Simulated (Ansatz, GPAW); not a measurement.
# Work function of a 4-layer slab of Rh(111) at several levels, part 3 of 3

Aim: the work function of both faces of a 4-layer slab of Rh(111), and its spread over functionals and bases.

GPAW 26.7.0 and Ansatz 0.2.0; GPAW, PAW setups; slab in vacuum (the session's first sound run).

So far, upper work function (eV): step 2 (relaxation, PBE, GPAW) 5.17; step 5 (self-consistent run: xc = "vdW-DF2", GPAW, PAW setups, GPAW) 5.45; step 6 (self-consistent run: xc = "revPBE") 5.01; step 7 (real-space grid: mode = "fd", PBE, GPAW) 5.17; step 8 (atomic orbitals: mode = "lcao", PBE, GPAW) 5.18.

**10. A second plane-wave code**

A second program with its own datasets checks the number independently.

This step: Ansatz plane waves; slab in vacuum with a dipole correction; PAW set soft_1 (Ansatz 0.2.0).

The input, input.yaml:

```yaml
crystal:
  lattice:
    - [2.6870057685, 0.0, 0.0]
    - [1.3435028843, 2.3270152556, 0.0]
    - [0.0, 0.0, 20.5817930688]
  atoms:
    - { symbol: Rh, position: [0.0, 0.0, 0.3401064221] }
    - { symbol: Rh, position: [0.3333326363, 0.3333325805, 0.446702091] }
    - { symbol: Rh, position: [0.6666689943, 0.666665161, 0.5532977599] }
    - { symbol: Rh, position: [0.0, 0.0, 0.6598934288] }
kpoints:
  mp_grid: { grid: [13, 13, 1] }
hamiltonian:
  xc: pbe
  pseudopotentials: { kind: paw, azcp: { folder: soft_1 } }
scf:
  occupations: { method: fermi_dirac, width: 0.1 }
efield:
  axis: 3
  dipole_correction: true
  ramp_width: 0.05
output:
  forces: true
  write_potential: true
  write_density: true
  volumetric_format: npy
```

Run with:

```
$ ansatz run input.yaml --threads 4 --pin off --max-ram 8192MiB --backend cpu --events-out ev --progress --plain --runs-dir out
```

Numbers of over 12 decimals in the logs are rounded to 6 here.

The log of the run:

```text
Warning: the atoms were moved onto the symmetric positions of the space group found under crystal.symmetry.tolerance 1.0e-5 (fractional; no operation is sought that the atoms, as they stand in a round, miss by more than twice it, and no atom is moved by as much as it), and the run uses the moved positions. Before a round's move an operation carried an atom to 7.79e-6 Å from where it should land, the largest such dist [...]
Engine: ansatz 0.2.0, x86_64-unknown-linux-gnu
Pseudopotentials: kind: paw
Pseudopotential: Rh, paw, valence charge 17, recommended cutoff 420 eV (normal), soft_1/Rh.paw.azcp
Functional definition: PBE
  parameter kappa = 0.804
  parameter beta = 0.066725
  exchange = pbe_x(kappa = kappa, mu = beta*pi^2/3)
  correlation = pbe_c(beta = beta)
Crystal: 4 atoms, lattice volume = 128.692 Å³
Basis set: ecut = 420 eV, 2547 PW (Γ), exchange–correlation on 36×36×288 points (8 copies of the dense FFT grid, shifted against one another)
Bands: 41, of which v1, the nominal top of the filled ones, is band 34 counted from 1 (33 counted from 0)
Symmetry: 6 space group operations
k-points: 21 of 169 (time reversal used)
Non-local potential: Rh, projectors of the file, l = 0: 3, l = 1: 2, l = 2: 2, l = 3: 1
PAW form: soft (Blöchl's): semilocal exchange-correlation on the pseudo side does not see the compensation charge
PAW one-centre angular grid: Rh, 590 points (default); XC on 64 Gauss nodes
Initial density: superposition of atomic densities (neutral atoms: chi_scale 0, normalization atom)
Initial wavefunctions: pseudopotential atomic-orbital guess
Functional: x = pbe(κ = 0.804, μ = 0.219515), c = pbe(β = 0.066725)
SCF iter   1: F=—  HF=-25611.989066 eV  |F-HF|=—  |Δ(HF+E_count)|=         —  Δρ=6.75e-2  dr2=6.00e0  ethr=3.10e-3  p=-0.000 e·Å  D=-8.10e-10 V/Å  ΔV_dip=0.00 eV  dr2_dipole=8.42e-9  V_vac-E_F(+/−)=5.79/5.79 eV  ⟨swp⟩=8.2  Hψ=8354  notcnv=0  defer=55
efield: sawtooth ramp at fractional position 0.9750 (placed from the atoms, in the widest stretch of the axis that holds none; the zero of the levels goes with the place), width 0.0500; the density the first Hamiltonian is built on has a dipole p = -0.000 e·Å; the dipole correction subtracts the counter field D = -8.10e-10 V/Å, which shifts the + side's vacuum level by +0.00 eV against the − side's; the planar-averaged density in the ramp window peaks in size at 3.6e-5 e/Å³
automatic band count: the SCF goes on with 48 bands, as 41 were too few: the levels above may hold too much charge
preconditioner: auto → LDOS  [metal: Δε(μ)=0.001 eV  Ē_g=9.549 eV  σ=0.100 eV  W_gap=0.00  n_scr=16 (ndim 8)  ℏωp=19.6 eV  f_vac=0.511  D(μ)=5.88/eV (n_scr^D=60)  β→1.0]
SCF iter   2: F=—  HF=-25613.003059 eV  |F-HF|=—  |Δ(HF+E_count)|=    1.01e0  Δρ=8.19e-2  dr2=9.41e0  ethr=3.10e-3  p=0.000 e·Å  D=4.66e-6 V/Å  ΔV_dip=-0.00 eV  dr2_dipole=4.43e-6  V_vac-E_F(+/−)=5.25/5.25 eV  ⟨swp⟩=3.1  Hψ=2680  notcnv=0  defer=75
SCF iter   3: F=—  HF=-25610.295527 eV  |F-HF|=—  |Δ(HF+E_count)|=    2.71e0  Δρ=1.33e-2  dr2=2.21e-1  ethr=3.10e-3  p=-0.000 e·Å  D=-2.86e-6 V/Å  ΔV_dip=0.00 eV  dr2_dipole=2.47e-7  V_vac-E_F(+/−)=5.40/5.40 eV  ⟨swp⟩=2.6  Hψ=2158  notcnv=0  defer=89
SCF iter   4: F=—  HF=-25610.238815 eV  |F-HF|=—  |Δ(HF+E_count)|=   5.67e-2  Δρ=2.63e-3  dr2=2.07e-2  ethr=3.25e-4  p=0.000 e·Å  D=6.75e-6 V/Å  ΔV_dip=-0.00 eV  dr2_dipole=5.39e-9  V_vac-E_F(+/−)=5.26/5.26 eV  ⟨swp⟩=3.7  Hψ=2294  notcnv=0  defer=89
SCF iter   5: F=—  HF=-25610.234919 eV  |F-HF|=—  |Δ(HF+E_count)|=   3.90e-3  Δρ=1.01e-3  dr2=1.41e-3  ethr=3.05e-5  p=-0.000 e·Å  D=-6.54e-7 V/Å  ΔV_dip=0.00 eV  dr2_dipole=7.85e-10  V_vac-E_F(+/−)=5.25/5.25 eV  ⟨swp⟩=2.1  Hψ=1495  notcnv=0  defer=89
SCF iter   6: F=—  HF=-25610.234809 eV  |F-HF|=—  |Δ(HF+E_count)|=   1.10e-4  Δρ=2.84e-4  dr2=1.28e-4  ethr=2.07e-6  p=-0.000 e·Å  D=-6.05e-7 V/Å  ΔV_dip=0.00 eV  dr2_dipole=4.50e-11  V_vac-E_F(+/−)=5.22/5.22 eV  ⟨swp⟩=3.1  Hψ=1836  notcnv=0  defer=89
SCF iter   7: F=—  HF=-25610.234923 eV  |F-HF|=—  |Δ(HF+E_count)|=   1.14e-4  Δρ=1.37e-4  dr2=2.57e-5  ethr=1.88e-7  p=-0.000 e·Å  D=-3.97e-7 V/Å  ΔV_dip=0.00 eV  dr2_dipole=1.19e-10  V_vac-E_F(+/−)=5.20/5.20 eV  ⟨swp⟩=2.0  Hψ=1439  notcnv=0  defer=89
SCF iter   8: F=—  HF=-25610.234916 eV  |F-HF|=—  |Δ(HF+E_count)|=   6.69e-6  Δρ=2.05e-5  dr2=9.85e-7  ethr=3.78e-8  p=-0.000 e·Å  D=-4.49e-7 V/Å  ΔV_dip=0.00 eV  dr2_dipole=2.09e-11  V_vac-E_F(+/−)=5.19/5.19 eV  ⟨swp⟩=2.2  Hψ=1474  notcnv=0  defer=89
iter 9 met the thresholds in force, and the SCF goes on: an eigenvalue changes by 14.65 meV, over its tolerance of 10.00 meV (output.eigenvalues, Limitations)
SCF iter   9: F=-25610.234917 eV  HF=-25610.234917 eV  |F-HF|=5.54e-8  |Δ(HF+E_count)|=   3.73e-7  Δρ=7.03e-6  dr2=4.02e-8  ethr=1.47e-10  p=0.000 e·Å  D=3.40e-8 V/Å  ΔV_dip=-0.00 eV  dr2_dipole=9.52e-12  V_vac-E_F(+/−)=5.19/5.19 eV  ⟨swp⟩=20.9  Hψ=9678  notcnv=0
SCF iter  10: F=-25610.234917 eV  HF=-25610.234917 eV  |F-HF|=4.61e-9  |Δ(HF+E_count)|=   7.76e-8  Δρ=1.82e-6  dr2=6.87e-9  ethr=5.92e-11  p=-0.000 e·Å  D=-1.80e-7 V/Å  ΔV_dip=0.00 eV  dr2_dipole=1.62e-13  V_vac-E_F(+/−)=5.19/5.19 eV  ⟨swp⟩=12.5  Hψ=7435  notcnv=0
SCF 1 converged in 10 iterations: F = -25610.234917 eV  dr2 = 6.87e-9
  greatest PAW one-centre occupation: 1.000 electrons in one spin orbital (limit 2), on the Rh atom at site 2 (counted from 0), in its partial waves of l = 0
WARN: The output density's exchange-correlation potential varies sharply where the density is thin. Do not read a vacuum level from v_tot or v_xc, or from such a field of the output density. On a cell that repeats whose density bears no net charge and no dipole along the vacuum's axis use v_es (v_loc + v_h of the components); under efield.dipole_correction with no amplitude use v_es + v_field, which holds any externa [...]
SCF converged after 10 iterations
an eigenvalue changed by more than its tolerance at an iteration that met the thresholds in force, so the SCF went on 1 time: the last check found none over its tolerance
Free energy (F): -25610.234917 eV
Harris-Foulkes:  -25610.234917 eV  (|F-HF|=4.61e-9)
Internal energy: -25610.005813 eV  (E = F + TS)
E sigma→0 (E₀):  -25610.120365 eV
Entropy (-TS):   -0.229104 eV (-57.276 meV/atom)
Fermi energy:    6.616029 eV
Dipole field:    D = -0.000001 V/Å  (p = -0.000001 e·Å, saw-weighted, corrected)
Work function:   Φ+ = 5.1913 eV   Φ− = 5.1913 eV
Levels:          The Fermi level and band energies are counted from a zero that moves with the ramp; work functions are not
--- Per-component energies (eV) ---
  E_band       = -1395.702875
  E_kinetic    = 2145.601759
  E_local      = -83862.445477  (includes V_loc(G=0)·N_el)
  E_nonlocal   = 1195.149192
  E_hartree    = 40645.870009
  E_xc         = -804.456467
  E_vxc        = -1009.119902  (∫ρ·V_xc dr)
  E_paw        = -14413.890290  (= ΣΔE_a)
  E_vpaw       = -1156.616237  (= ΣTr[D̂ρ^β])
  E_aug_tail   = 0.000312  (compensation charges beyond the density's cutoff)
  E_efield     = 0.000000  (sawtooth field / dipole correction)
  E_vefield    = 0.000000  (∫n·V_field dr)
  E_ewald      = 29484.165150
  E_smearing   = -0.229104  (= −TS)
  E_closure    = -0.000000  (closes the sum)
  Σ components = -25610.234917   (vs F -25610.234917, Δ=0.00e0)
--- Forces (eV/Å), atoms counted from 1 ---
  atom   1  Rh    -0.00000000     0.00000000     0.03730368
  atom   2  Rh     0.00000000     0.00000000    -0.01531741
  atom   3  Rh    -0.00000000     0.00000000     0.01531756
  atom   4  Rh     0.00000000    -0.00000000    -0.03730483
  max |Σ_I F_I| component: 1.01e-6 eV/Å
--- Band table (eV; the first three rows and the last of 21) ---
  k-point 0: bands = [... 30 lower, 4.6690, 5.6173, 5.6173, 5.9220, 5.9220, 6.6383, 6.6383, 6.7454, ... 10 higher]
  k-point 1: bands = [... 30 lower, 4.5052, 5.5105, 5.5126, 5.8288, 5.9467, 6.1019, 6.4425, 6.6356, ... 10 higher]
  k-point 2: bands = [... 30 lower, 4.8219, 5.1040, 5.3181, 5.4193, 5.7268, 5.9516, 6.6256, 6.9006, ... 10 higher]
  k-point 20: bands = [... 30 lower, 5.5745, 5.6236, 6.3767, 6.7700, 6.8742, 7.0387, 12.4648, 13.2864, ... 10 higher]
```

Run time: 4.3 s. Hardware: 4 threads of Intel Xeon Platinum 8375C at 2.90GHz (Ice Lake), shared host; peak memory 0.56 GiB.

Numbers from this step:

| Item | Value |
| --- | --- |
| free energy | -25610.2349 eV |
| smearing term TS | 0.2291 eV |
| symmetry operations | 6 |
| upper work function | 5.191 eV |
| lower work function | 5.191 eV |
| dipole along the normal | -6.08e-7 e·Å |
| dipole field | -8.55e-7 V/Å |
| vacuum level above | 11.81 eV |
| vacuum level below | 11.81 eV |

The electrostatic potential energy of an electron (with the applied field's), less the Fermi level, planar mean oscillates, so the rows of the table below give means over windows of 1 Å about each position, cut where the curve ends. Its maxima inside the range that stand out by 2 % of the span (Å: eV): 8.1: -0.744, 10.3: -0.845, 12.4: -0.744. Its minima: 7.0: -24.1, 9.1: -24.4, 11.4: -24.4, 13.6: -24.1.

The electrostatic potential energy of an electron (with the applied field's), less the Fermi level, planar mean by z; means over each step:

z (Å), electrostatic potential energy of an electron (with the applied field's), less the Fermi level, planar mean (eV) and a bar from the least value:
```
        0        5.2 ##############################
        1        5.2 ##############################
        2        5.2 ##############################
        3        5.2 ##############################
        4        5.2 ##############################
        5        4.8 #############################
        6       -1.6 ######################
        7      -20.2 
        8       -4.7 ##################
        9      -19.4 #
       10       -7.3 ###############
       11      -16.2 #####
       12      -11.2 ###########
       13      -11.5 ##########
       14      -15.0 ######
       15        3.2 ############################
       16        5.1 ##############################
       17        5.2 ##############################
       18        5.2 ##############################
       19        5.2 ##############################
       20        5.2 ##############################
```

Valence density, planar mean against z:

```
z (Å)  valence density, planar mean (e/Å³)
  3.5                               2.3e-4
  4.0                               8.4e-4
  4.5                              0.00327
  5.0                               0.0120
  5.5                               0.0470
  6.0                                0.200
  6.5                                 1.23
  7.0                                 2.49
  7.5                                 1.24
  8.0                                0.344
  8.5                                0.676
  9.0                                 2.25
  9.5                                 1.91
 10.0                                0.473
 10.5                                0.406
 11.0                                 1.63
 11.5                                 2.39
 12.0                                0.863
 12.5                                0.335
 13.0                                0.968
 13.5                                 2.42
 14.0                                 1.52
 14.5                                0.270
 15.0                               0.0578
 15.5                               0.0153
 16.0                              0.00401
 16.5                              0.00108
 17.0                               3.2e-4
 17.5                               7.3e-5
```

The upper face's work function is 5.191 eV, against 5.166 eV in the first plane-wave PBE run at this geometry.

**11. Side by side**

Results and costs are gathered.

This step: comparison of work functions, dipole and cost; PAW set soft_1 (GPAW 26.7.0).

Ladder, by row:

```
   step    code  work function, upper (eV)  work function, lower (eV)  dipole (e Å)  wall time (s)  peak memory (GiB)  threads
     pw    GPAW                      5.166                      5.166      -1.49e-4          40.71               0.21        1
   RPBE    GPAW                       4.99                       4.99      -1.50e-4          39.76               0.21        1
vdW-DF2    GPAW                       5.45                       5.45      -1.52e-4          58.83               0.31        1
 revPBE    GPAW                      5.014                      5.014      -1.50e-4          39.63               0.21        1
     fd    GPAW                      5.166                      5.166      -1.59e-4            268                0.6        1
   lcao    GPAW                      5.182                      5.182      -1.58e-4           1026               0.32        1
 ansatz  Ansatz                      5.191                      5.191      -6.08e-7           4.33              0.565        4
```

**12. A changed run**

One more run, with changed settings.

This step: GPAW, PAW setups; slab in vacuum (GPAW 26.7.0).

The input, run.py:

```python
import json
import numpy as np
from ase import Atoms
from gpaw import GPAW, PW

slab = Atoms(
    ['Rh', 'Rh', 'Rh', 'Rh'],
    positions=[
        [0.00000, 0.00000, 7.00000],
        [1.34350, 0.77567, 9.19393],
        [2.68701, 1.55134, 11.38786],
        [0.00000, 0.00000, 13.58179]],
    cell=[[2.68701, 0.0, 0.0], [1.3435, 2.32702, 0.0], [0.0, 0.0, 20.58179]],
    pbc=[True, True, False])

slab.calc = GPAW(mode=PW(400), xc='PBE', kpts={'size': (13, 13, 1), 'gamma': True},
                 occupations={'name': 'fermi-dirac', 'width': 0.1}, nbands='100%',
                 convergence={'density': 1e-05}, maxiter=75,
                 poissonsolver={'dipolelayer': 'xy'},
                 symmetry={'tolerance': 1e-3}, txt='slab.txt')
result = {}
energy = slab.get_potential_energy()
fermi = slab.calc.get_fermi_level()
v = slab.calc.get_electrostatic_potential().mean((0, 1)) - fermi
n = slab.calc.get_pseudo_density().mean((0, 1))
L = slab.cell[2, 2]
z = np.arange(len(v)) * L / len(v)
low, high = slab.positions[:, 2].min(), slab.positions[:, 2].max()
below, above = np.interp([low - 4.8, high + 4.8], z, v)
slopes = [np.interp(x, z, np.gradient(v, z)) for x in (low - 4.8, high + 4.8)]
eps = np.array([[slab.calc.get_eigenvalues(k, s) for k in range(len(slab.calc.get_ibz_k_points()))]
                for s in range(slab.calc.get_number_of_spins())]) - fermi
top, bottom = eps[eps < 0].max(), eps[eps > 0].min()
dipole = slab.get_dipole_moment()[2]
print(f'energy {energy:.4f} eV, Fermi level {fermi:.4f} eV, dipole {dipole:.5f} e A')
print(f'potential 4.8 A off the faces, from the Fermi level: lower {below:.4f} eV, upper {above:.4f} eV')
print(f'slope of the potential there: lower {slopes[0]:.5f}, upper {slopes[1]:.5f} eV/A')
print(f'nearest levels on the mesh: {top:.4f} and {bottom:.4f} eV')
print('magnetic moment', round(slab.get_magnetic_moment(), 3))
result.update(energy=energy, fermi=fermi, dipole=dipole, below=below, above=above, slopes=slopes, edges=[top, bottom],
              z=z.tolist(), v=v.tolist(), n=n.tolist(), positions=slab.positions.tolist(),
              forces=slab.get_forces(apply_constraint=False).tolist(), moments=slab.get_magnetic_moments().tolist())
json.dump(result, open('result.json', 'w'))
```

Run with:

```
$ OMP_NUM_THREADS=1 OPENBLAS_NUM_THREADS=1 python run.py
```

The log of the run:

```text
gpaw.KohnShamConvergenceError
```

Wall time 1.9 min (1 thread); peak memory 0.2 GiB.

The run stopped without converging, so none of its numbers is a property of the system.

The fault put into the input: too few bands, under a cap of 75 iterations, which ended the run (nbands = "100 % of the filled bands").

**13. Results**

```json
{"work function, both faces": "5.17 eV", "dipole along the normal": "-1.5e-4 e Å, near the numerical noise"}
```

**Reading.** With plane waves and PBE the work function is 5.17 eV on the upper face and 5.17 eV on the lower. Over the sound runs of the table the upper face's work function spans 4.990 (RPBE) to 5.450 eV (vdW-DF2). The two plane-wave codes differ by 0.025 eV on the upper face. The slab is only 6.6 Å thick between its outer nuclei, so the values belong to this film more than to the surface of the bulk metal. The in-plane lattice was kept as typed, which isn't the functional's own and leaves some strain; spin-orbit coupling and temperature are left out.

[Logs are printed without paths, hosts, clocks, repeated set-up lines and the standing remarks that a program may print on its own settings, such as how far it seeks lower states.]

[Hosts, paths, dates, database ids (printed as entryN), source tags and the programs' standing remarks are cut or masked in the printed files.]
